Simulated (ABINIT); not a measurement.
# CsH (Pm-3m): G0W0 in ABINIT against the screening cutoff in the self-energy, part 2 of 2

Aim: move the screening cutoff in the self-energy of a G0W0 run on CsH (Pm-3m) over a wide range.

ABINIT 10.8.3; LDA and many-body steps on it, plane waves. Known limits of the many-body steps: not at the basis limit; no spin-orbit coupling; coarse k mesh.

So far. Step 2 (Screening, 4×4×4 mesh, 95 bands, screening to 176.9 eV): Local fields lower ε∞ by 12 %. On a Γ-centred mesh this coarse the value itself is usually too large, while a short band sum pulls it down. Step 5 (2.3 Ha): The gap on the mesh goes from 2.30 eV to 4.26 eV, a correction of +1.96 eV.

### 6. 3.2 Ha

Level of this step: G0W0 on LDA, plane waves, norm-conserving pseudopotentials (ABINIT).

Input file run.abi:

```
acell 3*1.0 Angstrom
rprim 
  3.818408540000 0.000000000000 0.000000000000
  0.000000000000 3.818408540000 0.000000000000
  0.000000000000 0.000000000000 3.818408540000
ntypat 2
znucl 55 1
natom 2
typat 1 2
xred 
  0.000000000000 0.000000000000 0.000000000000
  0.500000000000 0.500000000000 0.500000000000
pp_dirpath "pseudos"
pseudos "Cs.upf, H.upf"
ecut 31
ngkpt 4 4 4
nshiftk 1
shiftk 0 0 0
kptopt 1
chksymbreak 0
istwfk *1
occopt 1
irdwfk 1
optdriver 4
nband 95
gwcalctyp 0
ecutsigx 31
symsigma 1
nkptgw 3
kptgw 
  0.5000000000 0.5000000000 0.5000000000
  0.5000000000 0.0000000000 0.0000000000
  0.0000000000 0.0000000000 0.0000000000
bdgw 
  2 8
  3 7
  2 7
ecuteps 3.2
irdscr 1
ppmodel 1
indata_prefix "in"
outdata_prefix "out"
tmpdata_prefix "tmp"
```

Command:

```
$ OMP_NUM_THREADS=1 mpirun -n 4 abinit run.abi > log
```

The log of the run:

```text
.Version 10.8.3 of ABINIT. v10.8.2 released Aug 2026.

 Symmetries : space group Pm -3 m (#221); Bravais cP (primitive cubic)
[... echo of the input left out ...]
== DATASET  1 ==================================================================
-   mpi_nproc: 4, omp_nthreads: 1 (-1 if OMP is not activated)

--- !DatasetInfo
iteration_state: {dtset: 1, }
dimensions: {natom: 2, nkpt: 10, mband: 95, nsppol: 1, nspinor: 1, nspden: 1, mpw: 3136, }
cutoff_energies: {ecut:  31.0, pawecutdg:  -1.0, }
[...]
Band     E0 <VxcDFT>   SigX SigC(E0)      Z dSigC/dE  Sig(E)    E-E0       E
[...]
6   5.759  -8.498  -3.789  -3.576   0.817  -0.223  -7.572   0.926   6.684
        7   5.759  -8.498  -3.789  -3.576   0.817  -0.223  -7.572   0.926   6.684

== END DATASET(S) ==============================================================
================================================================================

 -outvars: echo values of variables after computation  --------
           etotal      0.0000000000E+00
            nband          95
             nkpt          10
          spgroup         221
 [... the other variables as echoed above ...]

 Calculation completed.
```

The job ended after 4.8 s (4 MPI ranks of Arm Neoverse V2, shared host; peak memory 0.59 GiB).

This step gave:

* G0W0 gap on the points computed: 4.276 eV
* starting gap on the mesh: 2.297 eV
* k of the valence top: 0.5, 0.5, 0.5
* k of the conduction bottom: 0.5, 0, 0
* least direct G0W0 gap on the computed points: 4.41 eV

Against the run before, the gap moves by +0.017 eV.

### 7. 4.9 Ha

run.abi, as its differences from that of step 6:

```diff
@@ -37,3 +37,3 @@
   2 7
-ecuteps 3.2
+ecuteps 4.9
 irdscr 1
```

The log of the run:

```text
.Version 10.8.3 of ABINIT. v10.8.2 released Aug 2026.

 Symmetries : space group Pm -3 m (#221); Bravais cP (primitive cubic)
[... echo of the input left out ...]
== DATASET  1 ==================================================================
-   mpi_nproc: 4, omp_nthreads: 1 (-1 if OMP is not activated)

--- !DatasetInfo
iteration_state: {dtset: 1, }
dimensions: {natom: 2, nkpt: 10, mband: 95, nsppol: 1, nspinor: 1, nspden: 1, mpw: 3136, }
cutoff_energies: {ecut:  31.0, pawecutdg:  -1.0, }
[...]
Band     E0 <VxcDFT>   SigX SigC(E0)      Z dSigC/dE  Sig(E)    E-E0       E
[...]
6   5.759  -8.498  -3.789  -3.576   0.817  -0.224  -7.573   0.925   6.684
        7   5.759  -8.498  -3.789  -3.576   0.817  -0.224  -7.573   0.925   6.684

== END DATASET(S) ==============================================================
================================================================================

 -outvars: echo values of variables after computation  --------
           etotal      0.0000000000E+00
            nband          95
             nkpt          10
          spgroup         221
 [... the other variables as echoed above ...]

 Calculation completed.
```

The job ended after 9.1 s (4 MPI ranks; peak memory 0.7 GiB; 36 s of CPU time).

Numbers from this step:

```yaml
g0w0_gap_on_the_points_computed: 4.321 eV
starting_gap_on_the_mesh: 2.297 eV
k_of_the_valence_top: 0.5, 0.5, 0.5
k_of_the_conduction_bottom: 0.5, 0, 0
least_direct_g0w0_gap_on_the_computed_points: 4.452 eV
```

Against the run before, the gap moves by +0.045 eV.

### 8. 6.5 Ha

run.abi, as its differences from that of step 7:

```diff
@@ -37,3 +37,3 @@
   2 7
-ecuteps 4.9
+ecuteps 6.5
 irdscr 1
```

The log of the run:

```text
.Version 10.8.3 of ABINIT. v10.8.2 released Aug 2026.

 Symmetries : space group Pm -3 m (#221); Bravais cP (primitive cubic)
[... echo of the input left out ...]
== DATASET  1 ==================================================================
-   mpi_nproc: 4, omp_nthreads: 1 (-1 if OMP is not activated)

--- !DatasetInfo
iteration_state: {dtset: 1, }
dimensions: {natom: 2, nkpt: 10, mband: 95, nsppol: 1, nspinor: 1, nspden: 1, mpw: 3136, }
cutoff_energies: {ecut:  31.0, pawecutdg:  -1.0, }
[...]
Band     E0 <VxcDFT>   SigX SigC(E0)      Z dSigC/dE  Sig(E)    E-E0       E
[...]
6   5.759  -8.498  -3.789  -3.580   0.817  -0.225  -7.576   0.922   6.680
        7   5.759  -8.498  -3.789  -3.580   0.817  -0.225  -7.576   0.922   6.680

== END DATASET(S) ==============================================================
================================================================================

 -outvars: echo values of variables after computation  --------
           etotal      0.0000000000E+00
            nband          95
             nkpt          10
          spgroup         221
 [... the other variables as echoed above ...]

 Calculation completed.
```

The job ended after 21 s (4 MPI ranks; peak memory 0.92 GiB; 85 s of CPU time).

This step gave:

```
G0W0 gap on the points computed              : 4.324 eV
starting gap on the mesh                     : 2.297 eV
k of the valence top                         : 0.5, 0.5, 0.5
k of the conduction bottom                   : 0.5, 0, 0
least direct G0W0 gap on the computed points : 4.462 eV
```

Against the run before, the gap moves by +0.003 eV.

### 9. The runs together

Times are wall times on 4 MPI ranks of Arm Neoverse V2, shared host, good to a factor of about two. A run's time includes the screening step that it read.

| run | mesh | bands | screening cutoff (eV) | DFT gap (eV) | gap on the mesh (eV) | direct (eV) | ε∞ used | time |
| --- | --- | --- | --- | --- | --- | --- | --- | --- |
| 0.7 Ha | 4×4×4 | 95 | 19 | 2.297 | 4.407 | 4.527 | 3.84 | 18 s |
| 1.3 Ha | 4×4×4 | 95 | 35.4 | 2.297 | 4.140 | 4.291 | 3.84 | 18 s |
| 2.3 Ha | 4×4×4 | 95 | 62.6 | 2.297 | 4.259 | 4.395 | 3.84 | 19 s |
| 3.2 Ha | 4×4×4 | 95 | 87.1 | 2.297 | 4.276 | 4.410 | 3.84 | 20 s |
| 4.9 Ha | 4×4×4 | 95 | 133.3 | 2.297 | 4.321 | 4.452 | 3.84 | 24 s |
| 6.5 Ha | 4×4×4 | 95 | 176.9 | 2.297 | 4.324 | 4.462 | 3.84 | 36 s |

### 10. Results

* 0.7 Ha: 4.407 eV
* 1.3 Ha: 4.140 eV
* 2.3 Ha: 4.259 eV
* 3.2 Ha: 4.276 eV
* 4.9 Ha: 4.321 eV
* 6.5 Ha: 4.324 eV
* known limits: not at the basis limit; no spin-orbit coupling; coarse k mesh

**Reading.** The setting moved: screening cutoff in the self-energy. From 0.7 Ha to 6.5 Ha the gap moves by −0.08 eV, not steadily: it passes through 4.14 eV. It holds to 0.03 eV from 4.9 Ha on. Bands and screening cutoff are coupled, so a series along one setting does not show full convergence. Bands and cutoff are finite, so the gap is not at the basis limit. The miss can reach some tenths of an eV and take either sign; the mesh is an error of its own. In the G0W0 runs levels were corrected at 3 k points alone, so a gap called «on the mesh» is the least over those, and an edge elsewhere would be missed. The 4×4×4 mesh is coarse for this cell, which bears on the long-range parts of exchange and screening. The many-body steps are scalar-relativistic: spin-orbit coupling is not in them.

[Paths, hosts, dates, memory and timing lines, banners, echoed tables and standing remarks are left out of the program output.]

[Logs are printed without paths, hosts, clocks, repeated set-up lines and the standing remarks that a program may print on its own settings, such as how far it seeks lower states.]

[Runs of the session that timed out or met a known fault of the program may be left out.]

[Hosts, paths, dates, database ids (printed as entryN), source tags and the programs' standing remarks are cut or masked in the printed files.]

[G0W0 gaps are taken among the corrected bands and points alone; a level outside them can change the order at an edge.]

[Where Ansatz stands beside ABINIT at settings called matched, ABINIT's density can come from a denser mesh and the files from another edition; pairs whose starting gaps differed by over 0.03 eV were left out, so agreement reads better than it is.]
